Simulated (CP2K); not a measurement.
The C K edge of 1,3,5-trifluorobenzene was computed by TDDFT (CP2K XAS_TDP, aug-cc-pVDZ, TDA) at these levels: PBE0, PBEh(45%) and PBEh(45%) + GW2X. The first three lines of C2 (bonded to 2 C and F) with a strength over 0.0015, energy in eV and strength:

```tsv
run	first	second	third
1	283.67 (0.063)	286.37 (0.044)	287.93 (0.002)
2	278.24 (0.050)	280.47 (0.019)	281.00 (0.006)
3	289.50 (0.062)	292.19 (0.043)	293.75 (0.002)
```

Question: Which run is which?

Run 1: PBEh(45%) (45 % exact exchange). Run 2: PBE0 (25 % exact exchange). Run 3: PBEh(45%) + GW2X (45 % exact exchange). Self-interaction lifts the core level, so the uncorrected lines rise with the share of exact exchange. The GW2X run keeps the spacings of its parent: 2.69 eV between the first two lines in run 3, 2.70 eV in run 1. Its shift is +5.83 eV, since the Kohn–Sham level at this share of exchange lies that far above the quasiparticle level.

[Banner, clock and machine lines of the logs are left out without a mark of their own.]

[Logs are printed without paths, hosts, clocks, repeated set-up lines and the standing remarks that a program may print on its own settings, such as how far it seeks lower states.]

[Hosts, paths, dates, database ids (printed as entryN), source tags and the programs' standing remarks are cut or masked in the printed files.]
